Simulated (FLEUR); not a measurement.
# MnSe: which magnetic order is lowest, part 3 of 3

Aim: find out whether MnSe carries moments, and which collinear order costs least.

FLEUR MaX-R8.1; LDA (VWN) with U = 4 eV on Mn d; all-electron FLAPW, Dirac cores, scalar-relativistic bands.

So far, largest spin moment in the muffin-tin sphere (μB): step 2 (start 1: ferro +) 4.67; step 3 (order 2, typed as antiferro q=(0,1/2,1/2) +-) 4.64; step 4 (start 3: antiferro q=(0,0,1/2) +-) 4.59.

The database entry behind the starting cell differs from later determinations by our own check (about 0.4 % short), so it need not match the best structure at ambient conditions.

### 5. A faulty input

A slip in the input shows what the program catches and what it lets pass.

inp.xml

```
<?xml version="1.0" encoding="UTF-8" standalone="no"?>
<fleurInput fleurInputVersion="0.39">
   <comment>
      MnSe
   </comment>
   <calculationSetup>
      <cutoffs Kmax="3.6" Gmax="10.8" GmaxXC="10.8" numbands="0"/>
      <scfLoop itmax="2" minDistance="0.0001" maxIterBroyd="15" imix="Anderson" alpha="0.05" precondParam="0.0" spinf="2.0" sdNocoIR="T"/>
      <coreElectrons ctail="T" frcor="F" kcrel="0" coretail_lmax="0"/>
      <xcFunctional name="vwn" relativisticCorrections="F"/>
      <magnetism jspins="2"/>
      <soc l_soc="F" theta="0.0" phi="0.0" spav="F"/>
      <expertModes spex="0" secvar="F"/>
      <geometryOptimization l_f="F" forcealpha="1.0" forcemix="BFGS" epsdisp="0.00001" epsforce="0.00001"/>
      <ldaU l_linMix="F" mixParam="0.05" spinf="1.0"/>
   </calculationSetup>
   <cell>
      <bzIntegration valenceElectrons="31.0" mode="hist" fermiSmearingEnergy="0.00293995">
         <kPointListSelection listName="default-1"/>
         <xi:include xmlns:xi="http://www.w3.org/2001/XInclude" href="kpts.xml"> </xi:include>
      </bzIntegration>
      <xi:include xmlns:xi="http://www.w3.org/2001/XInclude" href="sym.xml"> </xi:include>
      <bulkLattice scale="1.0">
         <bravaisMatrix>
            <row-1>    0.0000000000000000     5.1400550589120000     5.1400550589120000</row-1>
            <row-2>    5.1400550589120000     0.0000000000000000     5.1400550589120000</row-2>
            <row-3>    5.1400550589120000     5.1400550589120000     0.0000000000000000</row-3>
         </bravaisMatrix>
      </bulkLattice>
   </cell>
   <atomSpecies>
      <species name="Manganese 4.500" element="Mn" atomicNumber="25">
         <mtSphere radius="2.51" gridPoints="829" logIncrement="0.015"/>
         <atomicCutoffs lmax="10" lnonsphr="8"/>
         <electronConfig flipSpins="F">
            <coreConfig>(1s1/2) (2s1/2) (2p1/2) (2p3/2)</coreConfig>
            <valenceConfig>(3s1/2) (3p1/2) (3p3/2) (4s1/2) (3d3/2) (3d5/2)</valenceConfig>
            <stateOccupation state="(3d3/2)" spinUp="1.75" spinDown="0.25"/>
            <stateOccupation state="(3d5/2)" spinUp="3.0" spinDown="0.0"/>
         </electronConfig>
         <energyParameters s="4" p="4" d="3" f="4"/>
         <ldaU l="2" U="4.0" J="0.0" l_amf="F"/>
         <lo type="SCLO" l="0" n="3" eDeriv="0"/>
         <lo type="SCLO" l="1" n="3" eDeriv="0"/>
      </species>
      <species name="Selenium (Se)" element="Se" atomicNumber="34">
         <mtSphere radius="2.51" gridPoints="829" logIncrement="0.015"/>
         <atomicCutoffs lmax="10" lnonsphr="8"/>
         <electronConfig flipSpins="F">
            <coreConfig>(1s1/2) (2s1/2) (2p1/2) (2p3/2) (3s1/2) (3p1/2) (3p3/2)</coreConfig>
            <valenceConfig>(4s1/2) (3d3/2) (3d5/2) (4p1/2) (4p3/2)</valenceConfig>
            <stateOccupation state="(4p1/2)" spinUp="0.666667" spinDown="0.666667"/>
            <stateOccupation state="(4p3/2)" spinUp="1.333333" spinDown="1.333333"/>
         </electronConfig>
         <energyParameters s="4" p="4" d="3" f="4"/>
      </species>
   </atomSpecies>
   <atomGroups>
      <atomGroup species="Manganese 4.500">
         <relPos label="                   1">.0000000000 .0000000000 .0000000000</relPos>
         <force calculate="T" relaxXYZ="TTT"/>
      </atomGroup>
      <atomGroup species="Selenium (Se)">
         <relPos label="                   2">1.000/2.000 1.000/2.000 1.000/2.000</relPos>
         <force calculate="T" relaxXYZ="TTT"/>
      </atomGroup>
   </atomGroups>
   <output dos="F" band="F" slice="F">
      <bandDOS minEnergy="-.5*Htr" maxEnergy="0.5*Htr" sigma="0.015" storeEVData="T"/>
      <plotting iplot="0" polar="F">
         <plot TwoD="T" vec1="  1.0  0.0  0.0" vec2="  0.0  1.0  0.0" vec3="  0.0  0.0  1.0" zero="  0.0  0.0  0.0" file="plot"/>
      </plotting>
      <moessbauerParams electricFieldGradient="F" isomerShift="F" coreHyperfine="F" valenceHyperfine="F"/>
   </output>
</fleurInput>
```

crystal.txt

```
MnSe
&input film=F cartesian=F /
0.00000000000  2.72000000000  2.72000000000
2.72000000000  0.00000000000  2.72000000000
2.72000000000  2.72000000000  0.00000000000
1.8897261246
1.0 1.0 1.0

2
25 0.00000000000  0.00000000000  0.00000000000 : 4.500
34 0.50000000000  0.50000000000  0.50000000000

&kpt div1=8 div2=8 div3=8 gamma=T /
```

On the command line:

```bash
> OMP_NUM_THREADS=1 inpgen -f crystal.txt > inpgen.log  # inp.xml is then edited as shown
> OMP_NUM_THREADS=1 mpirun -n 4 fleur_MPI > fleur.log
```

What it wrote:

```text
[banner, memory and clock lines left out]
Welcome to FLEUR        (www.flapw.de)
      MaX-Release 8.1          (www.max-centre.eu)

 ========== k-point set info ==========
 Selected k-point list: default-1
 k-point list type: mesh
 0 x 0 x 0
 Number of k points: 32

 [... set-up left out ...]
 no density matrix found ... skipping LDA+U
 Reset of history
 Iteration:     1   Distance:       4.90410701 me/bohr^3
 Iteration:     2   Distance:       6.40875079 me/bohr^3

 ********************************************************************
 Run finished successfully
 Stop message:
   all done
 ********************************************************************

--- out.xml (last complete iteration) ---
<iteration numberForCurrentRun="    2" overallNumber="    2">
         [... left out ...]
         <bandgap value="1.1469630756" units="eV"/>
         <sumValenceSingleParticleEnergies value="-29.6409441347" units="Htr"/>
         <FermiEnergy value="0.2435230950" units="Htr"/>
         [... left out ...]
         <magneticMomentsInMTSpheres units="muBohr">
            <globalMagMoment atomType="1" vec="0.00000   0.00000   4.67287"/>
            <globalMagMoment atomType="2" vec="0.00000   0.00000   0.11367"/>
         </magneticMomentsInMTSpheres>
         [... left out ...]
         <totalEnergy value="    -3583.6013048173" units="Htr">
            <sumOfEigenvalues value="    -2077.8957957482">
               <coreElectrons value="-2048.2548516134"/>
               <valenceElectrons value="-29.6409441347"/>
            </sumOfEigenvalues>
         [... left out ...]
            <freeEnergy value="-3583.6013051711"/>
            <extrapolationTo0K value="-3583.6013049942"/>
         </totalEnergy>
         [... left out ...]
         <ldaUDensityMatrixConvergence>
            <distance spin="1" distance="0.112510"/>
            <distance spin="2" distance="0.211992"/>
         </ldaUDensityMatrixConvergence>
         <densityConvergence units="me/bohr^3">
            <chargeDensity spin="1" distance="4.6875817684"/>
            <chargeDensity spin="2" distance="3.5103918097"/>
            <overallChargeDensity distance="5.2459946928"/>
            <spinDensity distance="6.4087507884"/>
         </densityConvergence>
      </iteration>
```

Wall time 2.6 s (4 MPI ranks of Intel Xeon 6975P-C (Granite Rapids), shared host); peak memory 0.21 GiB.

The run stopped without converging, so none of its numbers is a property of the system.

The fault in the input: too few SCF iterations.

The limit on cycles came before convergence; raising itmax mends this.

### 6. Ranking

Free energies are divided by the number of seeded atoms, so that cells of unlike size compare. Wavevectors q in the names are fractions of the primitive cell's reciprocal vectors.

Orders:

```csv
start,final state,typed order kept,energy over the lowest (meV a seeded atom),largest sphere moment (μB),net moment (μB a primitive cell),mesh matched,CPU time (s)
ferro +,ferromagnetic,yes,32.67,4.673,5,yes,28.84
"antiferro q=(0,1/2,1/2) +-",antiferromagnetic,yes,26.74,4.644,0,yes,230.3
"antiferro q=(0,0,1/2) +-",antiferromagnetic,yes,0,4.589,0,yes,199.3
```

### 7. Spin–orbit coupling, moments along [001]

Spin–orbit coupling ties the spins to the lattice and lets orbital moments form.

A new self-consistent run of the start antiferro q=(0,0,1/2) +-, with the moments along z.

inp.xml

```
<?xml version="1.0" encoding="UTF-8" standalone="no"?>
<fleurInput fleurInputVersion="0.39">
   <comment>
      MnSe
   </comment>
   <calculationSetup>
      <cutoffs Kmax="3.6" Gmax="10.8" GmaxXC="10.8" numbands="142"/>
      <scfLoop itmax="130" minDistance="0.0001" maxIterBroyd="15" imix="Anderson" alpha="0.05" precondParam="0.0" spinf="2.0" sdNocoIR="T"/>
      <coreElectrons ctail="T" frcor="F" kcrel="0" coretail_lmax="0"/>
      <xcFunctional name="vwn" relativisticCorrections="F"/>
      <magnetism jspins="2"/>
      <soc l_soc="T" theta="0.0" phi="0.0" spav="F"/>
      <expertModes spex="0" secvar="F"/>
      <geometryOptimization l_f="F" forcealpha="1.0" forcemix="BFGS" epsdisp="0.00001" epsforce="0.00001"/>
      <ldaU l_linMix="F" mixParam="0.05" spinf="1.0"/>
   </calculationSetup>
   <cell>
      <bzIntegration valenceElectrons="62.0" mode="hist" fermiSmearingEnergy="0.00293995">
         <kPointListSelection listName="default-1"/>
         <xi:include xmlns:xi="http://www.w3.org/2001/XInclude" href="kpts.xml"> </xi:include>
      </bzIntegration>
      <xi:include xmlns:xi="http://www.w3.org/2001/XInclude" href="sym.xml"> </xi:include>
      <bulkLattice scale="1.0">
         <bravaisMatrix>
            <row-1>    0.0000000000000000     5.1400550589120000     5.1400550589120000</row-1>
            <row-2>    5.1400550589120000     0.0000000000000000     5.1400550589120000</row-2>
            <row-3>   10.2801101178240000    10.2801101178240000     0.0000000000000000</row-3>
         </bravaisMatrix>
      </bulkLattice>
   </cell>
   <atomSpecies>
      <species name="Manganese 4.500" element="Mn" atomicNumber="25">
         <mtSphere radius="2.51" gridPoints="829" logIncrement="0.015"/>
         <atomicCutoffs lmax="10" lnonsphr="8"/>
         <electronConfig flipSpins="F">
            <coreConfig>(1s1/2) (2s1/2) (2p1/2) (2p3/2)</coreConfig>
            <valenceConfig>(3s1/2) (3p1/2) (3p3/2) (4s1/2) (3d3/2) (3d5/2)</valenceConfig>
            <stateOccupation state="(3d3/2)" spinUp="1.75" spinDown="0.25"/>
            <stateOccupation state="(3d5/2)" spinUp="3.0" spinDown="0.0"/>
         </electronConfig>
         <energyParameters s="4" p="4" d="3" f="4"/>
         <ldaU l="2" U="4.0" J="0.0" l_amf="F"/>
         <lo type="SCLO" l="0" n="3" eDeriv="0"/>
         <lo type="SCLO" l="1" n="3" eDeriv="0"/>
      </species>
      <species name="Manganese -4.500" element="Mn" atomicNumber="25">
         <mtSphere radius="2.51" gridPoints="829" logIncrement="0.015"/>
         <atomicCutoffs lmax="10" lnonsphr="8"/>
         <electronConfig flipSpins="F">
            <coreConfig>(1s1/2) (2s1/2) (2p1/2) (2p3/2)</coreConfig>
            <valenceConfig>(3s1/2) (3p1/2) (3p3/2) (4s1/2) (3d3/2) (3d5/2)</valenceConfig>
            <stateOccupation state="(3d3/2)" spinUp="0.25" spinDown="1.75"/>
            <stateOccupation state="(3d5/2)" spinUp="0.0" spinDown="3.0"/>
         </electronConfig>
         <energyParameters s="4" p="4" d="3" f="4"/>
         <ldaU l="2" U="4.0" J="0.0" l_amf="F"/>
         <lo type="SCLO" l="0" n="3" eDeriv="0"/>
         <lo type="SCLO" l="1" n="3" eDeriv="0"/>
      </species>
      <species name="Selenium (Se)" element="Se" atomicNumber="34">
         <mtSphere radius="2.51" gridPoints="829" logIncrement="0.015"/>
         <atomicCutoffs lmax="10" lnonsphr="8"/>
         <electronConfig flipSpins="F">
            <coreConfig>(1s1/2) (2s1/2) (2p1/2) (2p3/2) (3s1/2) (3p1/2) (3p3/2)</coreConfig>
            <valenceConfig>(4s1/2) (3d3/2) (3d5/2) (4p1/2) (4p3/2)</valenceConfig>
            <stateOccupation state="(4p1/2)" spinUp="0.666667" spinDown="0.666667"/>
            <stateOccupation state="(4p3/2)" spinUp="1.333333" spinDown="1.333333"/>
         </electronConfig>
         <energyParameters s="4" p="4" d="3" f="4"/>
      </species>
   </atomSpecies>
   <atomGroups>
      <atomGroup species="Manganese 4.500">
         <relPos label="                   1">.0000000000 .0000000000 .0000000000</relPos>
         <force calculate="T" relaxXYZ="TTT"/>
      </atomGroup>
      <atomGroup species="Manganese -4.500">
         <relPos label="                   2">.0000000000 .0000000000 1.000/2.000</relPos>
         <force calculate="T" relaxXYZ="TTT"/>
      </atomGroup>
      <atomGroup species="Selenium (Se)">
         <relPos label="                   3">1.000/2.000 1.000/2.000 1.000/4.000</relPos>
         <relPos label="                   4">1.000/2.000 1.000/2.000 -1.000/4.000</relPos>
         <force calculate="T" relaxXYZ="TTT"/>
      </atomGroup>
   </atomGroups>
   <output dos="F" band="F" slice="F">
      <bandDOS minEnergy="-.5*Htr" maxEnergy="0.5*Htr" sigma="0.015" storeEVData="T"/>
      <plotting iplot="0" polar="F">
         <plot TwoD="T" vec1="  1.0  0.0  0.0" vec2="  0.0  1.0  0.0" vec3="  0.0  0.0  1.0" zero="  0.0  0.0  0.0" file="plot"/>
      </plotting>
      <moessbauerParams electricFieldGradient="F" isomerShift="F" coreHyperfine="F" valenceHyperfine="F"/>
   </output>
</fleurInput>
```

crystal.txt

```
MnSe
&input film=F cartesian=F /
0.00000000000  2.72000000000  2.72000000000
2.72000000000  0.00000000000  2.72000000000
5.44000000000  5.44000000000  0.00000000000
1.8897261246
1.0 1.0 1.0

4
25 0.00000000000  0.00000000000  0.00000000000 : 4.500
25 0.00000000000  0.00000000000  0.50000000000 : -4.500
34 0.50000000000  0.50000000000  0.25000000000
34 0.50000000000  0.50000000000  0.75000000000

&soc 0.0000000 0.0000000 /
&kpt div1=8 div2=8 div3=4 gamma=T /
```

What it wrote:

```text
[banner, memory and clock lines left out]
Welcome to FLEUR        (www.flapw.de)
      MaX-Release 8.1          (www.max-centre.eu)

 ========== k-point set info ==========
 Selected k-point list: default-1
 k-point list type: mesh
 8 x 8 x 4
 Number of k points: 132

 [... set-up left out ...]
 no density matrix found ... skipping LDA+U
 Complex matrix made real
 Complex matrix made real
 Reset of history
 Iteration:     1   Distance:       5.73018605 me/bohr^3
 Iteration:     2   Distance:       5.53018382 me/bohr^3
 Iteration:     3   Distance:       5.19518066 me/bohr^3
 Iteration:     4   Distance:       2.12508616 me/bohr^3
 Iteration:     5   Distance:       1.10166216 me/bohr^3
 Iteration:     6   Distance:       1.05542784 me/bohr^3
 Iteration:     7   Distance:       0.28463164 me/bohr^3
 Iteration:     8   Distance:       0.22453279 me/bohr^3
 Iteration:     9   Distance:       0.08806825 me/bohr^3
 Iteration:    10   Distance:       0.03310088 me/bohr^3
 Iteration:    11   Distance:       0.02532976 me/bohr^3
 Iteration:    12   Distance:       0.00123221 me/bohr^3
 Iteration:    13   Distance:       0.00214070 me/bohr^3
 Iteration:    14   Distance:       0.00012276 me/bohr^3
 Iteration:    15   Distance:       0.00003484 me/bohr^3

 ********************************************************************
 Run finished successfully
 Stop message:
   all done
 ********************************************************************

--- out.xml (last complete iteration) ---
<iteration numberForCurrentRun="   15" overallNumber="   15">
         [... left out ...]
         <bandgap value="1.9340848607" units="eV"/>
         <sumValenceSingleParticleEnergies value="-58.1582204242" units="Htr"/>
         <FermiEnergy value="0.2236580622" units="Htr"/>
         [... left out ...]
         <magneticMomentsInMTSpheres units="muBohr">
            <globalMagMoment atomType="1" vec="0.00000   0.00000   4.58821"/>
            <globalMagMoment atomType="2" vec="0.00000   0.00000  -4.58821"/>
            <globalMagMoment atomType="3" vec="0.00000   0.00000   0.00000"/>
         </magneticMomentsInMTSpheres>
         <orbitalMomentsInMTSpheres units="muBohr">
            <globalMagMoment atomType="1" vec="0.00006   0.00006   0.00689"/>
            <globalMagMoment atomType="2" vec="-0.00006  -0.00006  -0.00689"/>
            <globalMagMoment atomType="3" vec="0.00000   0.00000   0.00000"/>
         </orbitalMomentsInMTSpheres>
         [... left out ...]
         <totalEnergy value="    -7167.2013141788" units="Htr">
            <sumOfEigenvalues value="    -4153.3795169752">
               <coreElectrons value="-4095.2212965509"/>
               <valenceElectrons value="-58.1582204242"/>
            </sumOfEigenvalues>
         [... left out ...]
            <freeEnergy value="-7167.2013141788"/>
            <extrapolationTo0K value="-7167.2013141788"/>
         </totalEnergy>
         [... left out ...]
         <ldaUDensityMatrixConvergence>
            <distance spin="1" distance="0.000003"/>
            <distance spin="2" distance="0.000003"/>
         </ldaUDensityMatrixConvergence>
         <densityConvergence units="me/bohr^3">
            <chargeDensity spin="1" distance="0.0000222000"/>
            <chargeDensity spin="2" distance="0.0000229089"/>
            <overallChargeDensity distance="0.0000348362"/>
            <spinDensity distance="0.0000286662"/>
         </densityConvergence>
      </iteration>
```

Run time: 5.4 min. Hardware: 4 MPI ranks; peak memory 1.2 GiB.

Spin moment in the muffin-tin sphere by atom:

```csv
atom,spin moment in the muffin-tin sphere (μB)
Mn1,4.59
Mn2,-4.59
Se3,0.00
Se4,0.00
```

This step gave:

* free energy: -195029.4833 eV
* program's band gap on this mesh (in a metal only a level spacing): 1.934 eV
* magnetization: 0 μB
* final state: antiferromagnetic
* orbital moment along the spin: 0.00689 μB

Orbital moment in the sphere, along the spin axis by atom:

```csv
atom,"orbital moment in the sphere, along the spin axis (μB)"
Mn1,0.0069
Mn2,-0.0069
Se3,0.0000
Se4,0.0000
```

### 8. Results

```yaml
lowest_state_found: antiferromagnetic (typed antiferro q=(0,0,1/2) +-)
largest_site_spin_moment: 4.59 μB
next_finished_state: antiferromagnetic, 26.7 meV a seeded atom higher
orbital_moment_on_the_atom_of_largest_spin_along_its_spin_spin_orbit_run: 0.00689 μB
```

The lowest state found is antiferromagnetic, reached from the start antiferro q=(0,0,1/2) +-, with moments up to 4.59 μB. The next finished state costs 27 meV a seeded atom. The shell is near half filling, where Hund's rules give no orbital moment. Only 3 starts were tried; other patterns of signs, canted and longer-period orders were not.

[Logs and program files are shortened in this print: banners, set-up blocks, solver, clock and traceback lines can be left out without a mark of their own.]

[Logs are printed without paths, hosts, clocks, repeated set-up lines and the standing remarks that a program may print on its own settings, such as how far it seeks lower states.]

[Hosts, paths, dates, database ids (printed as entryN), source tags and the programs' standing remarks are cut or masked in the printed files.]

[Where a cell is said to come from a database of computed structures, the database is the Materials Project.]
